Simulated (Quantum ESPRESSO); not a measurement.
## LiF (Griceite): the LO frequency by hand

Aim: work out the LO frequency and the static dielectric constant of LiF (Griceite) from one linear-response run, then check them.

Program: Quantum ESPRESSO 7.5. Level of theory: DFT LDA, scalar-relativistic, plane waves, PseudoDojo norm-conserving pseudopotentials. Results are calculated unless marked as measured.

## Step 1: The relaxed structure

It takes space group Fm-3m (No. 225, cubic). Conventional cell: a = 3.905 Å, b = 3.905 Å, c = 3.905 Å, α = 90.00°, β = 90.00°, γ = 90.00°. Nearest to Li lie 6 F at 1.95 Å. F has 6 Li at 1.95 Å nearest. Farther neighbours and most contacts between anions are not listed.

Structure file:

```
CELL_PARAMETERS angstrom
-1.95246 0.00000 1.95246
0.00000 1.95246 1.95246
-1.95246 1.95246 0.00000
ATOMIC_POSITIONS crystal
Li 0.00000 0.00000 0.00000
F 0.50000 0.50000 0.50000
```

This is the cell after its relaxation at this level of theory, not the database cell from which that began.

## Step 2: What the response run gave

A linear-response run on the relaxed cell, with the response to an electric field; only its zone-centre results are used. Cutoff 92 Ry, k mesh 8×8×8.

What it wrote:

```text
[banners, grids, parts of the stress and lines that vanish by symmetry left out]
Program PHONON v.7.5
     Reading xml data from directory:

[...]
Exchange-correlation= PW
                           (   1   4   0   0   0   0   0)
[...]
kinetic-energy cut-off    =      92.0000  Ry
     charge density cut-off    =     368.0000  Ry
     convergence threshold     =      1.0E-18
[...]
Exchange-correlation= PW
                           (   1   4   0   0   0   0   0)
[...]
q = (   0.0000000   0.0000000   0.0000000 )
     49 Sym.Ops. (with q -> -q+G )
     G cutoff =  507.5853  (  12039 G-vectors)     FFT grid: ( 32, 32, 32)
     number of k points=    29
[...]
Mode symmetry, O_h (m-3m)  point group:
[...]
Dielectric constant
[...]
End of electric fields calculation
          Dielectric constant in cartesian axis
          (       2.113528600      -0.000000000      -0.000000000 )
          (      -0.000000000       2.113528600       0.000000000 )
          (      -0.000000000       0.000000000       2.113528600 )
          Effective charges (d Force / dE) in cartesian axis without acoustic sum rule applied (asr)
           atom    1  Li    Mean Z*:        1.04182
      Ex  (        1.04182       -0.00000        0.00000 )
      Ey  (       -0.00000        1.04182        0.00000 )
      Ez  (        0.00000        0.00000        1.04182 )
           atom    2  F     Mean Z*:       -1.04156
      Ex  (       -1.04156       -0.00000       -0.00000 )
      Ey  (       -0.00000       -1.04156        0.00000 )
      Ez  (       -0.00000        0.00000       -1.04156 )
          Effective charges Sum: Mean:        0.00026
[...]
Effective charges (d Force / dE) in cartesian axis with asr applied:
           atom    1  Li    Mean Z*:        1.04169
[...]
atom    2  F     Mean Z*:       -1.04169
[...]
Representation #   1 modes #   1   2   3
[...]
End of self-consistent calculation
     Convergence has been achieved
     Representation #   2 modes #   4   5   6
[...]
End of self-consistent calculation
     Convergence has been achieved
[...]
Dielectric constant in cartesian axis
          (       2.113528600      -0.000000000      -0.000000000 )
          (      -0.000000000       2.113528600       0.000000000 )
          (      -0.000000000       0.000000000       2.113528600 )
          Effective charges (d Force / dE) in cartesian axis without acoustic sum rule applied (asr)
           atom    1  Li    Mean Z*:        1.04182
      Ex  (        1.04182       -0.00000        0.00000 )
      Ey  (       -0.00000        1.04182        0.00000 )
      Ez  (        0.00000        0.00000        1.04182 )
           atom    2  F     Mean Z*:       -1.04156
      Ex  (       -1.04156       -0.00000       -0.00000 )
      Ey  (       -0.00000       -1.04156        0.00000 )
      Ez  (       -0.00000        0.00000       -1.04156 )
          Effective charges Sum: Mean:        0.00026
[...]
Effective charges (d Force / dE) in cartesian axis with asr applied:
           atom    1  Li    Mean Z*:        1.04169
[...]
atom    2  F     Mean Z*:       -1.04169
[...]
q = (    0.000000000   0.000000000   0.000000000 )
[...]
freq (    1) =       0.100293 [THz] =       3.345404 [cm-1]
     freq (    2) =       0.100293 [THz] =       3.345404 [cm-1]
     freq (    3) =       0.100293 [THz] =       3.345404 [cm-1]
     freq (    4) =      10.279248 [THz] =     342.878812 [cm-1]
     freq (    5) =      10.279248 [THz] =     342.878812 [cm-1]
     freq (    6) =      10.279248 [THz] =     342.878812 [cm-1]
[...]
Mode symmetry, O_h (m-3m)  point group:
     freq (   1-   3) =          3.3  [cm-1]   --> T_1u G_15  G_4- I
     freq (   4-   6) =        342.9  [cm-1]   --> T_1u G_15  G_4- I

   JOB DONE.
```

| quantity | value |
| --- | --- |
| cell volume Ω (Å³) | 14.886 |
| mass of Li (u) | 6.940 |
| mass of F (u) | 18.998 |
| Born charge of Li, raw (e) | 1.042 |
| Born charge of F, raw (e) | -1.042 |
| ε∞ | 2.114 |
| ω(TO) after the sum rule (cm⁻¹) | 342.9 |

## Step 3: The calculation

The charges must sum to zero over the cell; taking off their mean, 0.000 e, leaves Z* = 1.042 e on Li. In the polar mode Li moves against F, so the reduced mass is μ = 6.94 × 19.00 / 25.94 = 5.083 u.

A longitudinal wave builds up a field that adds to the restoring force: ω(LO)² = ω(TO)² + 4π Z*² / (μ Ω ε∞), in Hartree atomic units. With μ = 9266 electron masses and Ω = 100.45 bohr³ the second term is 6.9315e-06 Ha², or 333885 cm⁻² (1 Ha = 219474.6 cm⁻¹).

So ω(LO) = √(117560 + 333885) = 671.9 cm⁻¹, and by the Lyddane-Sachs-Teller relation ε₀ = ε∞ (ω(LO)/ω(TO))² = 8.12.

## Step 4: Check against the program

The analysis program adds the same non-analytic term to the full matrix, here for q along (1 0 0).

What it wrote:

```text
[banner, memory and clock lines left out]
Program DYNMAT v.7.5

     Reading Dynamical Matrix from file g.dyn
     ...Force constants read
     ...epsilon and Z* read

     Polarizability (A^3 units)
     multiply by 0.729301 for Clausius-Mossotti correction
         1.319066   -0.000000   -0.000000
        -0.000000    1.319066    0.000000
        -0.000000    0.000000    1.319066

     IR activities are in (D/A)^2/amu units

# mode   [cm-1]    [THz]      IR
    1     -0.00   -0.0000    0.0000
    2      0.00    0.0000    0.0000
    3      0.00    0.0000    0.0000
    4    342.87   10.2791    4.9251
    5    342.87   10.2791    4.9251
    6    671.89   20.1428    4.9251
```

ε₀ comes from the program's run without a direction of q.

| quantity | by hand | program |
| --- | --- | --- |
| ω(LO) (cm⁻¹) | 671.9 | 671.9 |
| ε₀ | 8.12 | 8.12 |

## Step 5: What came out

```json
{
 "TO mode": "342.9 cm⁻¹",
 "LO mode": "671.9 cm⁻¹",
 "static dielectric constant": "8.116"
}
```

In words: The LO mode of LiF (Griceite) lies at 672 cm⁻¹, 329 cm⁻¹ above the TO mode; the formula meets the program within 0.1 cm⁻¹, as it must for a cubic crystal with one polar mode. ω(LO)² − ω(TO)² goes with Z*²/ε∞: an error of 5 % in ε∞ would move the LO mode by 11.9 cm⁻¹, and semilocal functionals tend to overestimate ε∞. These are harmonic values at zero temperature, at the volume of this functional, for the structure held cubic; stability elsewhere in the zone is no part of this calculation.

[Host names and launcher messages were left out of these logs when they were recorded.]

[Logs are printed without paths, hosts, clocks, repeated set-up lines and the standing remarks that a program may print on its own settings, such as how far it seeks lower states.]

[Hosts, paths, dates, database ids (printed as entryN), source tags and the programs' standing remarks are cut or masked in the printed files.]
